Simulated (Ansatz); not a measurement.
# Localised basis functions on random rock-salt alloy of CaS and PbS (64 atoms), part 2 of 2

Wanted: errors and times of a linear-scaling basis for random rock-salt alloy of CaS and PbS (64 atoms). A setting counts as converged where the r.m.s. difference of forces stays under 1 % of the r.m.s. force.

Ansatz 0.2.0; Kohn-Sham DFT, PBE, PAW (set soft_2), plane waves.

The cell: 28 Pb, 32 S and 4 Ca. The host structure and its lattice constant were typed by rule, without a check against the phase diagram. Sampling is at Γ alone, for a cell whose shortest periodic width is 12 Å. The levels lack spin–orbit coupling.

So far. Step 3 (Support functions low): Forces differ from the reference by 0.46 meV/Å r.m.s., 0.27 % of their size, well within a tolerance of 1 %; the energy by -0.52 meV/atom. It took 77 s and 10 cycles; the reference's time can't be set against it, since the two runs asked for unlike analyses. Step 4 (Support functions medium): Forces differ from the reference by 0.41 meV/Å r.m.s., 0.25 % of their size, well within a tolerance of 1 %; the energy by -0.52 meV/atom.

## 6. A run with a doubtful setting

The input is spoilt on purpose; the run shows how that looks.

This step: Kohn-Sham DFT, PBE, PAW (set soft_2), plane waves (Ansatz 0.2.0).

Input file input.yaml:

```yaml
crystal:
  lattice:
    - [11.8104, 0.0, 0.0]
    - [0.0, 11.8104, 0.0]
    - [0.0, 0.0, 11.8104]
  atoms:
    [... the 64 atom lines of step 2 ...]
kpoints:
  mp_grid: { grid: [1, 1, 1] }
hamiltonian:
  xc: pbe
scf:
  occupations: { method: fermi_dirac, width: 0.05 }
  max_iter: 100
output:
  forces: true
magnetization:
  spin_polarized: 2.5
```

The run is started by

```
> ansatz run input.yaml --threads 4 --pin off --max-ram 8192MiB --backend cpu --events-out ev --progress --plain --runs-dir out
```

Numbers of over 12 decimals in the logs are rounded to 6 here.

What it wrote:

```text
Error: YAML parse error: error: line 81 column 19: invalid boolean (strict mode expects true/false)
  --> <input>:81:19
   |
79 |   forces: true
80 | magnetization:
81 |   spin_polarized: 2.5
   |                   ^ invalid boolean (strict mode expects true/false)
```

Run time: 0.01 s. Hardware: 4 threads of Arm Neoverse V2, shared host; peak memory 0.12 GiB.

The program refused the input before any cycle.

The program's message: “Error: YAML parse error: error: line 81 column 19: invalid boolean (strict mode expects true/false)”

The fault in the input: a value that the key doesn't take (magnetization.spin_polarized = 2.5). The fix is to take out magnetization.spin_polarized.

Runs without a result: support functions medium, radius 3.53 Å (error).

## 7. Cost against change

Each row is set against the plane-wave reference (Kohn-Sham DFT, PBE, PAW (set soft_2), plane waves; r.m.s. force component 0.169 eV/Å). Energies are set beside the reference only for runs with its functional, potentials and electron count. Times are for 4 threads of Arm Neoverse V2, shared host. The reference's time includes the DOS, ELF, the stress and grids, which some other runs skip.

```
                     run  Δ force, r.m.s. (meV/Å)  share of r.m.s. force (%)  Δ energy (meV/atom)  Δ gap (eV)  cycles  time  host memory (GiB)
               reference                        -                          -                    -           -      10  26 s                  2
   support functions low                    0.461                      0.273               -0.522           0      10  77 s                3.3
support functions medium                    0.413                      0.245               -0.522     -1.0e-4      11  84 s                3.3
```

## 8. What the reference run shows

The comparisons rest on this run, so its electronic structure is set out here.

Length of the force by element:

```
element  coordination  atoms  mean length of the force (eV/Å)  spread   least   most
     Ca           all      4                            0.166  0.0397    0.11  0.222
     Pb           all     28                            0.148  0.0488  0.0428  0.269
      S           all     32                            0.340   0.173  0.0264  0.731
```

Intrinsic-atomic-orbital charges by element:

```
element  coordination  atoms  mean charge (e)  spread   least    most
     Ca           all      4             1.55  0.0048    1.54    1.56
     Pb           all     28            0.539  0.0205   0.489   0.563
      S           all     32           -0.666  0.0976  -0.956  -0.549
```

Charge against the make-up of the first shell:

```
Ca neighbours of S  atoms  mean charge (e)
                 0     13           -0.567
                 1     15             -0.7
                 2      3           -0.825
                 3      1           -0.956
```

States in the cell by windows of 1 eV, zero at the Fermi level; the larger projections on atomic orbitals stand beside the total:

```
from (eV)  to (eV)  total   S p  Pb p  Pb s   S s
      -14      -13   12.8   0.1   1.5   2.3   8.5
      -13      -12   49.1   0.2   6.8   1.8  39.0
      -12      -11    2.1   0.0   0.1   0.0   1.9
      -11      -10    0.0   0.0   0.0   0.0   0.0
      -10       -9    6.2   1.7   0.0   4.4   0.1
       -9       -8   30.7   5.7   0.0  22.9   1.9
       -8       -7   17.2   1.8   0.1  12.4   2.8
       -7       -6    2.0   0.1   0.0   1.3   0.6
       -6       -5    6.0   3.2   2.7   0.0   0.0
       -5       -4   29.8  18.3  11.1   0.0   0.0
       -4       -3   48.5  35.4  11.0   0.4   0.4
       -3       -2   54.9  49.1   3.8   0.5   0.1
       -2       -1   37.1  28.0   2.3   5.5   0.2
       -1        0   15.7  10.3   0.9   3.9   0.1
        0        1    8.1   0.3   5.8   0.0   1.7
        1        2   43.5   3.7  34.3   0.0   3.6
        2        3   38.1   3.6  22.8   0.0   1.1
```

Between -26 and -14 eV lie 304 more states.

The levels nearest the highest filled one (over half full), pooled over k-points and spins:

```
level less the highest filled one (eV)  occupation
                                -0.704           2
                                -0.689           2
                                -0.303           2
                                -0.160        2.00
                                -0.153        2.00
                                     0        1.97
                                 0.435       0.021
                                 0.492       0.007
                                 0.507       0.005
                                 0.579       0.001
                                  1.37           0
                                  1.39           0
```

ELF in the ac plane at fractional y = 0.000, with atoms of Pb and S and Ca within 0.2 Å of it. It is the smooth field of the valence electrons, not physical close to the nuclei.

Values, 13 rows by 16 columns, each cell a mean:
```
0.27 0.30 0.48 0.75 0.67 0.66 0.24 0.32 0.26 0.30 0.49 0.73 0.68 0.63 0.24 0.32
0.36 0.19 0.15 0.40 0.43 0.23 0.13 0.32 0.35 0.17 0.14 0.35 0.37 0.18 0.13 0.33
0.69 0.72 0.17 0.61 0.69 0.22 0.57 0.76 0.70 0.62 0.26 0.31 0.27 0.30 0.49 0.74
0.54 0.77 0.24 0.78 0.82 0.34 0.63 0.67 0.52 0.69 0.30 0.25 0.19 0.33 0.55 0.65
0.51 0.32 0.09 0.27 0.32 0.10 0.25 0.50 0.53 0.30 0.12 0.28 0.30 0.16 0.21 0.49
0.32 0.25 0.41 0.80 0.80 0.55 0.19 0.34 0.32 0.24 0.38 0.75 0.75 0.56 0.18 0.34
0.10 0.33 0.56 0.58 0.46 0.69 0.29 0.21 0.11 0.33 0.54 0.63 0.43 0.72 0.28 0.22
0.32 0.20 0.32 0.66 0.68 0.42 0.15 0.31 0.32 0.20 0.29 0.64 0.67 0.43 0.15 0.31
0.64 0.38 0.15 0.32 0.32 0.20 0.27 0.61 0.64 0.40 0.15 0.31 0.31 0.19 0.28 0.62
0.44 0.70 0.29 0.20 0.11 0.33 0.54 0.61 0.44 0.70 0.30 0.20 0.12 0.33 0.54 0.61
0.74 0.56 0.20 0.34 0.33 0.25 0.40 0.76 0.75 0.56 0.20 0.33 0.32 0.24 0.41 0.76
0.31 0.16 0.18 0.47 0.51 0.28 0.11 0.28 0.31 0.16 0.20 0.47 0.49 0.27 0.12 0.29
0.19 0.32 0.51 0.68 0.55 0.69 0.27 0.28 0.19 0.32 0.53 0.66 0.57 0.67 0.27 0.27
```
Columns run along a (11.8 Å), rows up along c (11.8 Å). Atoms in or near the plane, at fractional coordinates: Pb at (0.00, 0.00), S at (0.25, 0.00), Pb at (0.25, 0.25), S at (0.00, 0.25), Pb at (0.00, 0.50), S at (0.25, 0.50), Ca at (0.25, 0.75), S at (0.00, 0.75), Pb at (0.50, 0.00), S at (0.75, 0.00), Pb at (0.75, 0.25), S at (0.50, 0.25), Pb at (0.50, 0.50), S at (0.75, 0.50) and more.

Electrostatic potential energy in the ac plane at fractional y = 0.000, with atoms of Pb and S and Ca within 0.2 Å of it. With pseudopotentials it is smooth inside the atoms' cores, unlike the true potential.

Ten even steps from '0' (-34 eV) to '9' (11 eV), each cell a mean:
```
202799512159983021058972112899611
247999865689997422589997667999863
899999999999999988999999999999998
999999988899999999999998778999999
358998632368998533699961002699963
215998300037996121279830330389821
126998400038996211389840110489841
579999754578999756899974225899986
999999998999999999999999889999999
788999999999999877899999989999987
015899743489985100379996335899730
311798312149972032048972221698502
202798412159973021058983112799611
236899865689997312589998667999863
899999999999999888999999999999998
999999876789999999999998778999999
358998300038998533699961002699974
215996013106996121279820330389831
226997101017996221389840110489841
579998632369999756899974225899986
999999998999999999999999889999999
778999999999999877899999999999987
015899743479985100279985336999730
311798412138972032048961221798502
```
Columns run along a (11.8 Å; values clipped at the 3rd and 97th percentile), rows up along c (11.8 Å). Atoms in or near the plane, at fractional coordinates: Pb at (0.00, 0.00), S at (0.25, 0.00), Pb at (0.25, 0.25), S at (0.00, 0.25), Pb at (0.00, 0.50), S at (0.25, 0.50), Ca at (0.25, 0.75), S at (0.00, 0.75), Pb at (0.50, 0.00), S at (0.75, 0.00), Pb at (0.75, 0.25), S at (0.50, 0.25), Pb at (0.50, 0.50), S at (0.75, 0.50) and more.

Mean intrinsic-atomic-orbital charges: Ca +1.55, Pb +0.54, S -0.67 e. The charge on S changes by -0.130 e for each Ca neighbour that takes the place of another kind, on average. The largest share in the top eV of filled states is S p (68 % of the projected weight), and in the lowest eV of empty states Pb p (73 % of the projected weight).

## 9. Structure statistics

Bonds and neighbours are counted at the geometry of the runs.

Density 7.04 g/cm³, 25.74 Å³ an atom.

g(r), total and by pair (bins of 0.2 Å):

```
r (Å)  total    S-S   S-Pb   S-Ca  Pb-Pb  Pb-Ca  Ca-Ca
 2.80   0.23   0.00   0.53   0.00   0.00   0.00   0.00
 3.00   6.83   0.00  13.56  14.01   0.00   0.00   0.00
 3.20   0.00   0.00   0.00   0.00   0.00   0.00   0.00
 3.40   0.00   0.00   0.00   0.00   0.00   0.00   0.00
 3.60   0.00   0.00   0.00   0.00   0.00   0.00   0.00
 3.80   0.00   0.00   0.00   0.00   0.00   0.00   0.00
 4.00   0.04   0.08   0.00   0.00   0.10   0.00   0.00
 4.20   7.01  14.04   0.00   0.00  14.02  14.07  13.99
 4.40   0.00   0.00   0.00   0.00   0.00   0.00   0.00
 4.60   0.00   0.00   0.00   0.00   0.00   0.00   0.00
 4.80   0.00   0.00   0.00   0.00   0.00   0.00   0.00
 5.00   1.09   0.00   2.25   1.79   0.00   0.00   0.00
 5.20   2.04   0.00   4.03   4.49   0.00   0.00   0.00
 5.40   0.00   0.00   0.00   0.00   0.00   0.00   0.00
 5.60   0.00   0.00   0.00   0.00   0.00   0.00   0.00
 5.80   0.74   1.49   0.00   0.00   1.46   1.70   0.00
 6.00   1.02   2.04   0.00   0.00   2.00   2.33   0.00
 6.20   0.00   0.00   0.00   0.00   0.00   0.00   0.00
 6.40   0.00   0.00   0.00   0.00   0.00   0.00   0.00
 6.60   5.64   0.00  11.25  11.25   0.00   0.00   0.00
 6.80   0.00   0.00   0.00   0.00   0.00   0.00   0.00
 7.00   0.00   0.00   0.00   0.00   0.00   0.00   0.00
 7.20   4.63   9.24   0.00   0.00   9.29   9.51   6.33
 7.40   0.07   0.14   0.00   0.00   0.06   0.33   0.00
 7.60   0.00   0.00   0.00   0.00   0.00   0.00   0.00
 7.80   0.00   0.00   0.00   0.00   0.00   0.00   0.00
```

Bonds by pair of elements; cutoffs follow the first minimum of g(r), held within bounds set by covalent radii, and pairs that aren't listed don't count as bonded:

```
pair A-B  cutoff (Å)  bonds  mean length (Å)  spread (Å)  shortest (Å)  B about A  A about B
    S-Pb        3.38    168             2.95       0.029          2.89       5.25          6
    S-Ca        3.38     24             2.96       0.023          2.91       0.75          6
```

How many atoms have how many bonded neighbours:

```
element  mean   6
     Ca     6   4
     Pb     6  28
      S     6  32
```

First main peaks of g(r), for some of the pairs, lie near 4.18 Å (S-S), 2.95 Å (S-Pb), 2.96 Å (S-Ca), 4.17 Å (Pb-Pb) and 4.18 Å (Pb-Ca). With the cutoffs above, all Ca atoms have 6, all Pb atoms have 6 and all S atoms have 6 bonded neighbours.

The surroundings of S28, whose charge lies farthest from its element's mean, nearest first, numbered as they follow in the input and with coordinates relative to it.

```
atom      x      y      z  distance (Å)  bonds  intrinsic-atomic-orbital charge (e)      Fx      Fy  Fz (eV/Å)
 S28   0.00   0.00   0.00          0.00      6                                -0.96   0.524   0.348     -0.370
Pb27  -2.93  -0.02   0.03          2.93      6                                 0.52  -0.081  -0.034     -0.004
Pb23   0.04   0.01   2.95          2.95      6                                 0.52   0.029  -0.102      0.153
Ca31   0.04   0.00  -2.96          2.96      6                                 1.55  -0.069  -0.150     -0.052
Ca13   0.04   2.96  -0.03          2.96      6                                 1.55  -0.133  -0.016      0.176
Pb29   0.04  -2.98   0.01          2.98      6                                 0.52  -0.097  -0.012      0.074
Ca59   3.02  -0.01   0.00          3.02      6                                 1.54  -0.024  -0.059      0.089
 S32  -2.92  -0.01  -2.95          4.15      6                                -0.71   0.410   0.052     -0.046
```

The column of bonds counts only the pairs S-Pb within 3.38 Å, S-Ca within 3.38 Å; other neighbours, such as metal atoms beside each other in a compound, aren't counted, and periodic images can show an atom twice.

## 10. What came out

```json
{
  "free energy per atom": "-5774.1623 eV/atom",
  "density": "7.044 g/cm³",
  "pressure": "4.386 GPa",
  "r.m.s. force component": "0.1686 eV/Å",
  "gap (highest filled to lowest empty level)": "0.4352 eV",
  "wall time of the 3 DFT runs": "3.1 min"
}
```

**Reading.** Against plane waves at 420 eV, the forces differ by 0.41 meV/Å (0.25 %) with support functions medium. At 64 atoms the fastest of the runs at a preset level, support functions low, takes roughly 3.0 times the time of plane waves (whose run also made extra analyses, so the like-for-like ratio is larger), in 10 SCF cycles against 10. Differences between support functions and plane waves include what basis error the plane-wave run still has.

Between filled and empty levels lie 0.435 eV at Γ alone; the mesh holds the band edges only if they fold onto it, so the gap at this level can be narrower or closed. With the cutoffs above, all Ca atoms have 6, all Pb atoms have 6 and all S atoms have 6 bonded neighbours.

**Limits.** The geometry was built by rule, was displaced at random and isn't relaxed at this level: its force components are 0.17 eV/Å r.m.s. The pressure of 4.4 GPa means that a free cell would grow at this level.

[Logs are printed without paths, hosts, clocks, repeated set-up lines and the standing remarks that a program may print on its own settings, such as how far it seeks lower states.]

[Hosts, paths, dates, database ids (printed as entryN), source tags and the programs' standing remarks are cut or masked in the printed files.]
